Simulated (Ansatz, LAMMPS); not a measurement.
# Structural relaxation of amorphous poly(vinyl fluoride) (as short chains C16F7H27), from a frame at 300 K (100 atoms), part 2 of 3

Aim: bring amorphous poly(vinyl fluoride) (as short chains C16F7H27), from a frame at 300 K (100 atoms) to a nearby minimum of the energy and see what moves.

Ansatz 0.2.0; Kohn-Sham DFT, RPBE+D3(BJ), PAW (set soft_2), plane waves.

The cell: 32 C, 14 F and 54 H. The network of contacts between molecules at the start is that of the classical potential that made the cell. The density was typed from a rule of thumb and may lie off the real one at this temperature. Only the Γ point is sampled, in a cell whose shortest periodic width is 10 Å.

So far. Step 3 (Single point at the start): The r.m.s. force component of 1.1 eV/Å and the pressure of 5.4 GPa set the starting point.

**4. Relaxation**

With the cell held, the atoms are moved downhill towards a nearby minimum.

input.yaml

```yaml
crystal:
  lattice:
    - [9.65568, 0.0, 0.0]
    - [0.0, 9.65568, 0.0]
    - [0.0, 0.0, 9.65568]
  atoms:
    [... the 100 atom lines of step 3 ...]
kpoints:
  mp_grid: { grid: [1, 1, 1] }
hamiltonian:
  xc: rpbe
  dispersion: d3bj
scf:
  occupations: { method: fixed }
output:
  forces: true
relax:
  f_tol: 0.05
  max_steps: 200
```

On the command line:

```console
$ ansatz run input.yaml --threads 4 --pin off --max-ram 8192MiB --backend cpu --events-out ev --progress --plain --runs-dir out
```

Numbers of over 12 decimals in the logs are rounded to 6 here.

Log:

```text
[...]
Crystal: 100 atoms, lattice volume = 900.220 Å³
Basis set: ecut = 420 eV, 17557 PW (Γ), exchange–correlation on 144×144×144 points (8 copies of the dense FFT grid, shifted against one another)
Bands: 240, of which v1, the nominal top of the filled ones, is band 140 counted from 1 (139 counted from 0)
Symmetry: 1 space group operations
[...]
k-points: 1
[...]
SCF iter   1: F=—  HF=-20296.107321 eV  |F-HF|=—  |Δ(HF+E_count)|=         —  Δρ=7.10e-3  dr2=3.62e-1  ethr=1.77e-3  ⟨swp⟩=5.0  Hψ=757  notcnv=0  defer=97
[...]
SCF iter   3: F=—  HF=-20296.060570 eV  |F-HF|=—  |Δ(HF+E_count)|=   7.25e-4  Δρ=1.29e-3  dr2=1.54e-2  ethr=2.48e-5  ⟨swp⟩=3.0  Hψ=250  notcnv=0  defer=37
automatic band count: iteration 3 solves 179 bands in place of 240: the levels show a gap, and the empty bands left out lie too high to hold charge; the band table lists the bands solved (type scf.n_extra_bands for more)
SCF iter   4: F=—  HF=-20296.059586 eV  |F-HF|=—  |Δ(HF+E_count)|=   9.84e-4  Δρ=3.50e-4  dr2=1.01e-3  ethr=5.51e-6  ⟨swp⟩=3.0  Hψ=293  notcnv=0  defer=37
[...]
SCF iter   6: F=-20296.059143 eV  HF=-20296.059153 eV  |F-HF|=9.83e-6  |Δ(HF+E_count)|=   6.99e-5  Δρ=4.34e-5  dr2=1.34e-5  ethr=2.23e-8  ⟨swp⟩=2.0  Hψ=610  notcnv=0
SCF 1 converged in 6 iterations: F = -20296.059143 eV  dr2 = 1.34e-5
[...]
relax step   1: F+E_penalty+E_count = -20296.05914282 eV  Δ(F+E_penalty+E_count) = +0.000e0 eV  max|allowed force component| = 4.986e0 eV/Å  Δτ_max = 0.0000 Å  (6 SCF iters, dr2 threshold 6.25e-5 eV, accepted)
[... from here on, the SCF cycles and remarks between the steps are left out ...]
relax step   2: F+E_penalty+E_count = -20300.18019701 eV  Δ(F+E_penalty+E_count) = -4.121e0 eV  max|allowed force component| = 1.782e0 eV/Å  Δτ_max = 0.1913 Å  (6 SCF iters, dr2 threshold 1.00e-4 eV, accepted)
relax step   3: F+E_penalty+E_count = -20300.93339274 eV  Δ(F+E_penalty+E_count) = -7.532e-1 eV  max|allowed force component| = 7.788e-1 eV/Å  Δτ_max = 0.1944 Å  (6 SCF iters, dr2 threshold 1.00e-4 eV, accepted)
relax step   4: F+E_penalty+E_count = -20301.09683304 eV  Δ(F+E_penalty+E_count) = -1.634e-1 eV  max|allowed force component| = 3.784e-1 eV/Å  Δτ_max = 0.2000 Å  (6 SCF iters, dr2 threshold 7.75e-5 eV, accepted)
relax step   5: F+E_penalty+E_count = -20301.20665948 eV  Δ(F+E_penalty+E_count) = -1.098e-1 eV  max|allowed force component| = 2.194e-1 eV/Å  Δτ_max = 0.1955 Å  (6 SCF iters, dr2 threshold 2.73e-5 eV, accepted)
relax step   6: F+E_penalty+E_count = -20301.25454374 eV  Δ(F+E_penalty+E_count) = -4.788e-2 eV  max|allowed force component| = 2.739e-1 eV/Å  Δτ_max = 0.1905 Å  (6 SCF iters, dr2 threshold 1.14e-5 eV, accepted)
relax step   7: F+E_penalty+E_count = -20301.28756499 eV  Δ(F+E_penalty+E_count) = -3.302e-2 eV  max|allowed force component| = 3.550e-1 eV/Å  Δτ_max = 0.1914 Å  (6 SCF iters, dr2 threshold 2.52e-5 eV, accepted)
relax step   8: F+E_penalty+E_count = -20301.31160590 eV  Δ(F+E_penalty+E_count) = -2.404e-2 eV  max|allowed force component| = 3.490e-1 eV/Å  Δτ_max = 0.1950 Å  (6 SCF iters, dr2 threshold 1.00e-4 eV, accepted)
relax step   9: F+E_penalty+E_count = -20301.32899483 eV  Δ(F+E_penalty+E_count) = -1.739e-2 eV  max|allowed force component| = 2.358e-1 eV/Å  Δτ_max = 0.1267 Å  (6 SCF iters, dr2 threshold 1.00e-4 eV, accepted)
relax step  10: F+E_penalty+E_count = -20301.34139507 eV  Δ(F+E_penalty+E_count) = -1.240e-2 eV  max|allowed force component| = 1.786e-1 eV/Å  Δτ_max = 0.1317 Å  (6 SCF iters, dr2 threshold 2.54e-5 eV, accepted)
relax step  11: F+E_penalty+E_count = -20301.34822459 eV  Δ(F+E_penalty+E_count) = -6.830e-3 eV  max|allowed force component| = 1.589e-1 eV/Å  Δτ_max = 0.0856 Å  (6 SCF iters, dr2 threshold 1.46e-5 eV, accepted)
relax step  12: F+E_penalty+E_count = -20301.35311379 eV  Δ(F+E_penalty+E_count) = -4.889e-3 eV  max|allowed force component| = 9.476e-2 eV/Å  Δτ_max = 0.0726 Å  (6 SCF iters, dr2 threshold 1.45e-5 eV, accepted)
relax step  13: F+E_penalty+E_count = -20301.35552102 eV  Δ(F+E_penalty+E_count) = -2.407e-3 eV  max|allowed force component| = 4.325e-2 eV/Å  Δτ_max = 0.0538 Å  (6 SCF iters, dr2 threshold 3.20e-6 eV, accepted)
relax step  14: F+E_penalty+E_count = -20301.35552150 eV  Δ(F+E_penalty+E_count) = -4.806e-7 eV  max|allowed force component| = 4.377e-2 eV/Å  Δτ_max = 0.0000 Å  (4 SCF iters, accepted)
SCF converged after 4 iterations
Free energy (F): -20301.355522 eV
[...]
Internal energy: -20301.355522 eV  (E = F + TS)
E sigma→0 (E₀):  -20301.355522 eV
Fermi energy:    -1.248219 eV
[...]
--- Forces (eV/Å), atoms counted from 1 ---
  atom   1  C      0.00683469    -0.00963998     0.00385803
  atom   2  C      0.00046920     0.00573519    -0.00747018
  atom   3  C      0.00193089    -0.03282541     0.00913993
  atom   4  F     -0.01467678     0.02944566     0.01351835
  atom   5  C      0.00524386     0.00269797    -0.00389411
  atom   6  C      0.00200828     0.00237556     0.00851904
  atom   7  F     -0.00976328    -0.00911649    -0.00224882
  atom   8  C      0.00345790     0.00464587    -0.00355770
  atom   9  C      0.03401154    -0.01913172    -0.00968001
  atom  10  F     -0.04326108     0.04376730     0.00494194
  atom  11  C     -0.01071626    -0.00760679     0.02829507
  atom  12  C      0.00344548     0.00394188    -0.00262965
  atom  13  F     -0.00135034     0.00257554     0.00314468
  atom  14  C      0.00184314    -0.00139513    -0.00160995
[...]
atom  99  H      0.00239332     0.02566335    -0.01982737
  atom 100  H     -0.02266574    -0.01018664     0.00847904
  max |Σ_I F_I| component: 6.01e-5 eV/Å
--- Relaxed structure (14 steps of the walk, 14 accepted, 0 SCFs on fresh bases) ---
  F+E_penalty+E_count = -20301.35552150 eV   max|allowed force component| = 4.377e-2 eV/Å
  atoms:
    - { symbol: C, position: [0.689638, 0.578196, 0.620636] }
    - { symbol: C, position: [0.605230, 0.669648, 0.522920] }
    - { symbol: C, position: [0.686337, 0.718137, 0.397263] }
    - { symbol: F, position: [0.743728, 0.597813, 0.330661] }
[...]
- { symbol: H, position: [0.939606, 0.681162, 0.201774] }
```

Elapsed: 18 s, on 4 threads of AMD EPYC 9R45, shared host; peak memory 0.99 GiB; 63 s of CPU time.

The steps of the relaxation:

```
step  energy less that of the first step (eV)  largest force component (eV/Å)
   1                                   0.0000                          4.9863
   2                                  -4.1211                          1.7824
   3                                  -4.8743                          0.7788
   4                                  -5.0377                          0.3784
   5                                  -5.1475                          0.2194
   6                                  -5.1954                          0.2739
   7                                  -5.2284                          0.3550
   8                                  -5.2525                          0.3490
   9                                  -5.2699                          0.2358
  10                                  -5.2823                          0.1786
  11                                  -5.2891                          0.1589
  12                                  -5.2940                          0.0948
  13                                  -5.2964                          0.0432
  14                                  -5.2964                          0.0438
```

The atoms that moved most (Å):

```
atom      dx      dy      dz  length
 H99  -0.866   1.120   0.317   1.451
 H27  -0.932  -0.751   0.192   1.212
 H28  -0.121  -1.114  -0.158   1.131
 H98   0.306   0.897  -0.418   1.036
 H44   0.728   0.204  -0.294   0.811
 F54  -0.354  -0.518  -0.432   0.761
  C2  -0.335  -0.641   0.121   0.733
 H25  -0.421  -0.583   0.118   0.729
```

The relaxation changed the energy by -53.0 meV/atom, and atoms moved by 0.48 Å r.m.s., 1.5 Å at most.

**5. Distances and neighbours after relaxation**

Bonds before and after, by the cutoffs listed below:

| pair | bonds before | bonds after | mean before (Å) | mean after (Å) | spread before (Å) | spread after (Å) |
| --- | --- | --- | --- | --- | --- | --- |
| H-C | 54 | 54 | 1.093 | 1.096 | 0.029 | 0.002 |
| C-C | 30 | 30 | 1.519 | 1.522 | 0.031 | 0.004 |
| C-F | 14 | 14 | 1.360 | 1.433 | 0.022 | 0.005 |

Density 1.3 g/cm³, 9.002 Å³ an atom.

Pair distribution functions g(r), in bins of 0.2 Å:

```csv
r (Å),total,H-H,H-C,H-F,C-C,C-F,F-F
1.00,3.29,0.00,9.50,0.00,0.00,0.00,0.00
1.20,0.06,0.00,0.16,0.00,0.00,0.00,0.00
1.40,0.49,0.00,0.00,0.00,0.00,5.50,0.00
1.60,0.93,0.00,0.00,0.00,9.00,0.00,0.00
1.80,0.59,2.03,0.00,0.00,0.00,0.00,0.00
2.00,0.26,0.06,0.00,1.61,0.00,0.00,0.00
2.20,1.62,0.40,4.30,0.10,0.00,0.00,0.00
2.40,1.17,2.03,0.00,1.52,0.00,3.88,0.00
2.60,1.48,1.59,0.53,3.50,2.99,0.00,0.00
2.80,1.01,0.79,1.42,1.34,0.00,0.89,0.47
3.00,0.94,1.38,0.72,0.90,0.07,1.41,0.80
3.20,0.70,0.88,0.42,0.55,0.55,1.25,2.13
3.40,0.83,0.47,0.91,1.68,0.12,1.10,0.32
3.60,0.74,0.68,1.01,0.55,0.10,0.80,1.15
3.80,0.84,1.02,0.78,0.71,0.71,0.94,0.51
4.00,0.85,0.75,0.86,1.04,1.02,0.59,0.70
4.20,0.99,0.92,1.18,0.92,0.68,0.99,1.04
4.40,1.05,1.23,0.95,1.00,0.83,1.07,1.54
4.60,1.07,1.07,1.03,1.06,1.19,1.14,0.87
```

Bonds by pair of elements; cutoffs follow the first minimum of g(r), held within bounds set by covalent radii, and pairs that aren't listed don't count as bonded:

```csv
pair A-B,cutoff (Å),bonds,mean length (Å),spread (Å),shortest (Å),B about A,A about B
H-C,1.34,54,1.10,0.002,1.09,1,1.69
C-C,1.85,30,1.52,0.004,1.51,1.88,1.88
C-F,1.62,14,1.43,0.005,1.43,0.438,1
```

How many atoms have how many bonded neighbours:

```
element  mean   1   4
      C     4   0  32
      F     1  14   0
      H     1  54   0
```

Bond angles (no mean is given where the spread exceeds 20°):

```
angle  count  mean (°)  spread (°)
C-C-H     96       109         1.3
C-C-C     28       115         1.5
C-C-F     28       108         1.2
H-C-H     26       108           1
F-C-H     14       105         0.3
```

By these cutoffs all C atoms have 4, all F atoms have 1 and all H atoms have 1 bonded neighbour. The C-C-H angle averages 109° with a spread of 1.3°.

[end of part 2 of 3]

[Logs are printed without paths, hosts, clocks, repeated set-up lines and the standing remarks that a program may print on its own settings, such as how far it seeks lower states.]

[Hosts, paths, dates, database ids (printed as entryN), source tags and the programs' standing remarks are cut or masked in the printed files.]
